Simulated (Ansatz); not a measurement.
**AgI2 (P-4m2): how robust is the cRPA U?**

Aim: hold the target of a cRPA run on AgI2 (P-4m2) and move one thing at a time.

Main program and level: Ansatz 0.2.0; constrained RPA on LDA, plane waves, PAW.

### 1. The starting structure

Symmetry: P-4m2, No. 115, tetragonal system. The conventional cell has a = 4.286 Å, b = 4.286 Å, c = 6.355 Å, α = 90.00°, β = 90.00°, γ = 90.00°. Nearest to Ag lie 4 I at 2.78 Å. I has 2 Ag at 2.78 Å nearest. Farther neighbours and most contacts between anions are not listed.

The cell and positions are those that the Materials Project relaxed with its own functionals (PBE, PBE+U or r2SCAN), kept fixed. Spin-orbit coupling is left out unless a step names it. The default PAW set here is soft_2. Its files were made with PBE.

### 2. Base: Ag d + anion p, bands v11 to v1, 4×4×4 mesh, medium accuracy

Constrained RPA screens the interaction with every transition except those inside the target bands, which a later many-body model would treat itself.

The input, input.yaml:

```yaml
crystal:
  lattice:
    - [0.0, -3.03046733, 3.03046733]
    - [0.0, -3.03046733, -3.03046733]
    - [6.354781, 0.0, 0.0]
  atoms:
    - { symbol: Ag, position: [0.0, 0.0, 0.5] }
    - { symbol: I, position: [0.5, 0.0, 0.777762] }
    - { symbol: I, position: [0.0, 0.5, 0.222238] }
kpoints:
  mp_grid: { grid: [8, 8, 4] }
hamiltonian:
  xc: lda
scf:
  occupations: { method: gaussian, width: 0.08 }
  n_extra_bands: 19
  max_iter: 150
output:
  crpa:
    kmesh: [4, 4, 4]
    target_bands: [v11, v1]
    projections: [{ species: Ag, l: d, shell: 4 }, { species: I, l: p, shell: 5 }]
  local_orbitals:
    kmesh: [8, 8, 8]
    orbitals: [{ species: Ag, l: d, shell: 4 }, { species: I, l: p, shell: 5 }]
    window: { bands: [v11, v1] }
    seedname: lo
```

Started as:

```bash
ansatz run input.yaml --threads 4 --pin off --max-ram 9216MiB --backend cpu --events-out ev --progress --plain --runs-dir out
```

Numbers of over 12 decimals in the logs are rounded to 6 here.

Log:

```text
scf.n_extra_bands = 19 over 27 filled bands (N_el = 53.0): the run solves 46 bands
Engine: ansatz 0.2.0, aarch64-unknown-linux-gnu
Pseudopotentials: kind: paw
Pseudopotential: Ag, paw, valence charge 19, recommended cutoff 420 eV (normal), Ag.paw.azcp
Pseudopotential: I, paw, valence charge 17, recommended cutoff 420 eV (normal), I.paw.azcp
Functional definition: SPW92
  exchange = slater_x
  correlation = pw_c
Crystal: 3 atoms, lattice volume = 116.721 Å³
Basis set: ecut = 420 eV, 2269 PW (Γ)
Bands: 46, of which v1, the nominal top of the filled ones, is band 27 counted from 1 (26 counted from 0)
Symmetry: 8 space group operations
Space group: P-4m2 (ITA 115), of the structure as read, at distance tolerance 4.9e-5 Å
k-points: 45 of 256 (time reversal used)
Non-local potential: Ag, projectors of the file, l = 0: 3, l = 1: 2, l = 2: 2, l = 3: 1
Non-local potential: I, projectors of the file, l = 0: 2, l = 1: 2, l = 2: 2, l = 3: 2
PAW form: soft (Blöchl's): semilocal exchange-correlation on the pseudo side does not see the compensation charge
PAW frozen core: Ag, regenerated for the run's functional, and the local potential with it (the file was generated under x = pbe(κ = 0.804, μ = 0.219515), c = pbe(β = 0.066725))
PAW frozen core: I, regenerated for the run's functional, and the local potential with it (the file was generated under x = pbe(κ = 0.804, μ = 0.219515), c = pbe(β = 0.066725))
PAW one-centre angular grid: Ag, 590 points (default); XC on 64 Gauss nodes
PAW one-centre angular grid: I, 590 points (default); XC on 64 Gauss nodes
Initial density: superposition of atomic densities (neutral atoms: chi_scale 0, normalization atom), corrected by the library's trained network
Initial wavefunctions: pseudopotential atomic-orbital guess
Functional: x = slater, c = lda
SCF iter   1: F=—  HF=-22169.676881 eV  |F-HF|=—  |Δ(HF+E_count)|=         —  Δρ=6.85e-3  dr2=4.69e-2  ethr=1.77e-3  ⟨swp⟩=7.3  Hψ=10650  notcnv=0  defer=363
preconditioner: auto → LDOS  [metal: Δε(μ)=0.071 eV  Ē_g=14.508 eV  σ=0.080 eV  W_gap=0.46  n_scr=28 (ndim 8)  ℏωp=17.2 eV  f_vac=0.162  D(μ)=3.04/eV (n_scr^D=20)  β→1.0]
SCF iter   2: F=—  HF=-22169.669887 eV  |F-HF|=—  |Δ(HF+E_count)|=   6.99e-3  Δρ=2.65e-3  dr2=1.18e-2  ethr=8.85e-5  ⟨swp⟩=2.0  Hψ=3929  notcnv=0  defer=518
SCF iter   3: F=—  HF=-22169.666574 eV  |F-HF|=—  |Δ(HF+E_count)|=   3.31e-3  Δρ=1.65e-3  dr2=3.48e-3  ethr=2.23e-5  ⟨swp⟩=2.0  Hψ=2796  notcnv=0  defer=518
SCF iter   4: F=—  HF=-22169.665878 eV  |F-HF|=—  |Δ(HF+E_count)|=   6.96e-4  Δρ=7.64e-4  dr2=8.79e-4  ethr=6.57e-6  ⟨swp⟩=2.8  Hψ=2673  notcnv=0  defer=518
SCF iter   5: F=—  HF=-22169.665695 eV  |F-HF|=—  |Δ(HF+E_count)|=   1.83e-4  Δρ=2.07e-4  dr2=9.19e-5  ethr=1.66e-6  ⟨swp⟩=2.8  Hψ=2723  notcnv=0  defer=518
[...]
cRPA screening: q 64/64 (q-point 43)
SCF converged after 8 iterations
Free energy (F): -22169.665671 eV
Harris-Foulkes:  -22169.665671 eV  (|F-HF|=6.55e-10)
Internal energy: -22169.655864 eV  (E = F + TS)
E sigma→0 (E₀):  -22169.660767 eV
Entropy (-TS):   -0.009808 eV (-3.269 meV/atom)
Fermi energy:    4.673725 eV
--- Per-component energies (eV) ---
  E_band       = -1236.312228
  E_kinetic    = 903.670247
  E_local      = -7972.936795  (includes V_loc(G=0)·N_el)
  E_nonlocal   = -84.650620
  E_hartree    = 3828.437387
  E_xc         = -435.178381
  E_vxc        = -487.845229  (∫ρ·V_xc dr)
  E_paw        = -13089.693018  (= ΣΔE_a)
  E_vpaw       = -1251.422308  (= ΣTr[D̂ρ^β])
  E_aug_tail   = 0.000400  (compensation charges beyond the density's cutoff)
  E_ewald      = -5321.592319
  E_core_change = 2.287238  (= ΣΔE_core)
  E_smearing   = -0.009808  (= −TS)
  E_closure    = -0.000000  (closes the sum)
  Σ components = -22169.665671   (vs F -22169.665671, Δ=0.00e0)
--- Band table (eV; the first three rows and the last of 45) ---
  k-point 0: bands = [... 23 lower, 3.5987, 4.8015, 5.1552, 5.1552, 7.5175, 9.4882, 10.6640, 12.1445, ... 15 higher]
  k-point 1: bands = [... 23 lower, 3.7752, 4.3084, 4.9317, 4.9317, 8.2383, 9.6454, 10.8751, 11.8800, ... 15 higher]
  k-point 2: bands = [... 23 lower, 4.0586, 4.0586, 4.6036, 4.6036, 9.2240, 9.5745, 11.2275, 11.3691, ... 15 higher]
  k-point 44: bands = [... 23 lower, 2.7818, 3.3857, 3.3857, 3.8446, 10.1105, 10.7382, 10.7382, 12.2249, ... 15 higher]
--- cRPA (band scheme, projected local orbitals): target bands 17..27 (1-based), 11 Wannier function(s), 4×4×4 mesh, 54 bands' worth read of 59 solved, ecut_chi 136.0 eV, v(q+G=0) probe_charge, pair densities all_electron ---
  bands read: the sum over 54 bands ends inside a degenerate multiplet in 5 slots, whose members it reads at an even weight; the widest, k=0: bands 54 to 55 (counted from 1) at 1/2 each
  χ-basis size per q: N_G = 412..444
  window electrons = 21.0000, filled by tetrahedron_uncorrected; constrained ε̄⁻¹(q = 0, 0) head = 0.284326; min gauge Gram eig = 0.6523
  Kanamori averages over each shell's own Wannier functions (sites counted from 0, functions from 1):
  Each shell's averages of U are screened by what lies outside the whole window alone: parameters of one model of all the shells.
    Site 0, 4D, 5 of 5 d orbitals (Wannier functions 1, 2, 3, 4, 5; wannier90's mr 1, 2, 3, 4, 5):
      screened: U = 6.5673 eV, U' = 5.4769 eV, J = 0.5470 eV
      screened, to within: U = 2.5e-2 eV, U' = 2.5e-2 eV, J = 8.5e-4 eV
      bare: V = 18.6406 eV, V' = 17.2242 eV, J = 0.7098 eV
    Site 1, 5P, 3 of 3 p orbitals (Wannier functions 6, 7, 8; wannier90's mr 1, 2, 3):
      screened: U = 4.0260 eV, U' = 3.3206 eV, J = 0.3741 eV
      screened, to within: U = 6.1e-3 eV, U' = 6.1e-3 eV, J = 7.8e-4 eV
      bare: V = 10.2028 eV, V' = 9.0712 eV, J = 0.6054 eV
    Site 2, 5P, 3 of 3 p orbitals (Wannier functions 9, 10, 11; wannier90's mr 1, 2, 3):
      screened: U = 4.0260 eV, U' = 3.3206 eV, J = 0.3741 eV
      screened, to within: U = 6.1e-3 eV, U' = 6.1e-3 eV, J = 7.8e-4 eV
      bare: V = 10.2028 eV, V' = 9.0712 eV, J = 0.6054 eV
  Hermiticity witness max|P − P†| over intra, direct and exchange elements: 1.60e-14 eV (screened), 3.35e-17 eV (bare)
  Reality witness max|Im| over intra, direct and exchange elements: 4.51e-11 eV (screened), 8.24e-12 eV (bare)
```

Wall time 14 min (4 threads of Arm Neoverse V2, shared host); peak memory 0.9 GiB; 55 min of CPU time.

The column dr2 measures how far the density is from self-consistency, as an energy; F and HF (Harris–Foulkes) agree once it is small.

This step gave:

| Item | Value |
| --- | --- |
| U | 6.567 eV |
| U prime (inter-orbital) | 5.477 eV |
| J | 0.5470 eV |
| bare V | 18.64 eV |
| bare J | 0.7098 eV |
| stated bound on U | 0.02468 eV |
| U over bare V | 0.3523 |
| electrons in the window | 21.00 |
| head of the constrained inverse dielectric matrix | 0.2843 |
| least eigenvalue of the projection's overlap | 0.6523 |
| target functions | 11 |
| bands in the sums | 54 |
| r.m.s. miss of the model bands | 4.35e-4 eV |
| width of the target bands | 4.595 eV |
| weight of the projected orbitals in the window | 0.9634 |

On the Ag d shell, screening brings the on-site interaction from 18.6 eV down to U = 6.57 eV.

### 3. Changed: 4×4×2 mesh

input.yaml, the sections that differ from step 2:

```yaml
output:
  crpa:
    kmesh: [4, 4, 2]
    target_bands: [v11, v1]
    projections: [{ species: Ag, l: d, shell: 4 }, { species: I, l: p, shell: 5 }]
# crystal, kpoints, hamiltonian, scf: as in step 2
```

Log:

```text
[...]
Crystal: 3 atoms, lattice volume = 116.721 Å³
Basis set: ecut = 420 eV, 2269 PW (Γ)
Bands: 46, of which v1, the nominal top of the filled ones, is band 27 counted from 1 (26 counted from 0)
Symmetry: 8 space group operations
[...]
k-points: 45 of 256 (time reversal used)
[...]
SCF iter   1: F=—  HF=-22169.676881 eV  |F-HF|=—  |Δ(HF+E_count)|=         —  Δρ=6.85e-3  dr2=4.69e-2  ethr=1.77e-3  ⟨swp⟩=7.3  Hψ=10650  notcnv=0  defer=363
[...]
SCF iter   8: F=-22169.665671 eV  HF=-22169.665671 eV  |F-HF|=6.55e-10  |Δ(HF+E_count)|=   1.38e-8  Δρ=2.15e-6  dr2=4.38e-9  ethr=1.89e-10  ⟨swp⟩=12.6  Hψ=10964  notcnv=0
SCF 1 converged in 8 iterations: F = -22169.665671 eV  dr2 = 4.38e-9
[...]
NSCF: frozen V_eff on 12 k-points
[...]
cRPA screening: q 1/32
cRPA screening: q 2/32
cRPA screening: q 3/32
cRPA screening: q 7/32 (q-point 4)
cRPA screening: q 11/32 (q-point 5)
[...]
k-point 1: bands = [... 23 lower, 3.7752, 4.3084, 4.9317, 4.9317, 8.2383, 9.6454, 10.8751, 11.8800, ... 15 higher]
  k-point 2: bands = [... 23 lower, 4.0586, 4.0586, 4.6036, 4.6036, 9.2240, 9.5745, 11.2275, 11.3691, ... 15 higher]
  k-point 44: bands = [... 23 lower, 2.7818, 3.3857, 3.3857, 3.8446, 10.1105, 10.7382, 10.7382, 12.2249, ... 15 higher]
[...]
χ-basis size per q: N_G = 412..444
[...]
screened: U = 6.5581 eV, U' = 5.4677 eV, J = 0.5470 eV
      screened, to within: U = 2.5e-2 eV, U' = 2.5e-2 eV, J = 8.5e-4 eV
      bare: V = 18.6466 eV, V' = 17.2303 eV, J = 0.7098 eV
    Site 1, 5P, 3 of 3 p orbitals (Wannier functions 6, 7, 8; wannier90's mr 1, 2, 3):
      screened: U = 4.0223 eV, U' = 3.3168 eV, J = 0.3741 eV
      screened, to within: U = 6.3e-3 eV, U' = 6.3e-3 eV, J = 7.8e-4 eV
      bare: V = 10.2240 eV, V' = 9.0919 eV, J = 0.6053 eV
    Site 2, 5P, 3 of 3 p orbitals (Wannier functions 9, 10, 11; wannier90's mr 1, 2, 3):
      screened: U = 4.0223 eV, U' = 3.3168 eV, J = 0.3741 eV
      screened, to within: U = 6.3e-3 eV, U' = 6.3e-3 eV, J = 7.8e-4 eV
      bare: V = 10.2240 eV, V' = 9.0919 eV, J = 0.6053 eV
[...]
[key lines of the parts left out:]
SCF converged after 8 iterations
Free energy (F): -22169.665671 eV
Fermi energy:    4.673725 eV
```

It took 4 min on 4 threads; peak memory 0.81 GiB.

Numbers from this step:

```
U                                                 : 6.558 eV
U prime (inter-orbital)                           : 5.468 eV
J                                                 : 0.5470 eV
bare V                                            : 18.65 eV
bare J                                            : 0.7098 eV
stated bound on U                                 : 0.02406 eV
U over bare V                                     : 0.3517
electrons in the window                           : 21
head of the constrained inverse dielectric matrix : 0.2852
least eigenvalue of the projection's overlap      : 0.6523
target functions                                  : 11
bands in the sums                                 : 54
width of the target bands                         : 4.595 eV
weight of the projected orbitals in the window    : 0.9634
```

On the Ag d shell, screening brings the on-site interaction from 18.6 eV down to U = 6.56 eV.

### 4. Changed: 2×2×2 mesh

Changes to input.yaml since step 3:

```diff
@@ -19,3 +19,3 @@
   crpa:
-    kmesh: [4, 4, 2]
+    kmesh: [2, 2, 2]
     target_bands: [v11, v1]
```

Log:

```text
[...]
Crystal: 3 atoms, lattice volume = 116.721 Å³
Basis set: ecut = 420 eV, 2269 PW (Γ)
Bands: 46, of which v1, the nominal top of the filled ones, is band 27 counted from 1 (26 counted from 0)
Symmetry: 8 space group operations
[...]
k-points: 45 of 256 (time reversal used)
[...]
screened: U = 3.9339 eV, U' = 3.2093 eV, J = 0.3802 eV
      screened, to within: U = 6.5e-3 eV, U' = 6.5e-3 eV, J = 8.0e-4 eV
      bare: V = 10.4526 eV, V' = 9.2966 eV, J = 0.6124 eV
    Site 2, 5P, 3 of 3 p orbitals (Wannier functions 9, 10, 11; wannier90's mr 1, 2, 3):
      screened: U = 3.9339 eV, U' = 3.2093 eV, J = 0.3802 eV
      screened, to within: U = 6.5e-3 eV, U' = 6.5e-3 eV, J = 8.0e-4 eV
      bare: V = 10.4526 eV, V' = 9.2966 eV, J = 0.6124 eV
[...]
[key lines of the parts left out:]
SCF converged after 8 iterations
Free energy (F): -22169.665671 eV
Fermi energy:    4.673725 eV
```

Run time: 47 s. Hardware: 4 threads; peak memory 0.76 GiB.

Numbers from this step:

```
U                                                 : 6.338 eV
U prime (inter-orbital)                           : 5.251 eV
J                                                 : 0.5459 eV
bare V                                            : 18.67 eV
bare J                                            : 0.7090 eV
stated bound on U                                 : 0.02250 eV
U over bare V                                     : 0.3395
electrons in the window                           : 21.00
head of the constrained inverse dielectric matrix : 0.2280
least eigenvalue of the projection's overlap      : 0.6523
target functions                                  : 11
bands in the sums                                 : 54
width of the target bands                         : 4.595 eV
weight of the projected orbitals in the window    : 0.9634
```

On the Ag d shell, screening brings the on-site interaction from 18.7 eV down to U = 6.34 eV.

### 5. Changed: orbitals of another atom

Changes to input.yaml since step 4:

```diff
@@ -19,4 +19,4 @@
   crpa:
-    kmesh: [2, 2, 2]
+    kmesh: [4, 4, 4]
     target_bands: [v11, v1]
-    projections: [{ species: Ag, l: d, shell: 4 }, { species: I, l: p, shell: 5 }]
+    projections: [{ species: I, l: p }]
```

Log:

```text
Error: invalid value for `output.crpa.projections`: 6 orbital(s) selected but the target window spans 11 band(s); name one orbital per band of it
```

Wall time 0.11 s (4 threads); peak memory 0.086 GiB.

The input was rejected at the start.

The program's message: “Error: invalid value for `output.crpa.projections`: 6 orbital(s) selected but the target window spans 11 band(s); name one orbital per band of it”

The fault put into this input: trial orbitals that do not match the target bands.

### 6. Side by side

Times are wall times on 4 threads of Arm Neoverse V2, shared host, good to a factor of about two.

```csv
run,bare V (eV),U (eV),J (eV),bound on U (eV),width (eV),time
target window,18.64,6.567,0.547,0.0247,4.60,14 min
4×4×2 mesh,18.65,6.558,0.547,0.0241,4.60,4 min
2×2×2 mesh,18.67,6.338,0.546,0.0225,4.60,47 s
```

### 7. Outcome

| Quantity | Value |
| --- | --- |
| target window | U 6.57 eV, J 0.55 eV |
| 4×4×2 mesh | U 6.56 eV, J 0.55 eV |
| 2×2×2 mesh | U 6.34 eV, J 0.55 eV |

In words: 4×4×2 mesh moves U by −0.01 eV (within the solver's bounds, for the mean over orbitals) at 0.28 times the time. 2×2×2 mesh moves U by −0.23 eV at 0.055 times the time. The printed bound covers the solver alone, not the mesh, and no denser mesh than the base was run. The parent state is non-magnetic and the interaction static (zero frequency); U depends on the window and the orbitals, so it belongs to this model alone. A window that holds the anion p bands defines a model with explicit ligands; its U belongs to that model and is not the U of DFT+U.

[Paths, hosts, dates, memory and timing lines, banners, echoed tables and standing remarks are left out of the program output.]

[Logs are printed without paths, hosts, clocks, repeated set-up lines and the standing remarks that a program may print on its own settings, such as how far it seeks lower states.]

[Runs of the session that timed out or met a known fault of the program may be left out.]

[Hosts, paths, dates, database ids (printed as entryN), source tags and the programs' standing remarks are cut or masked in the printed files.]
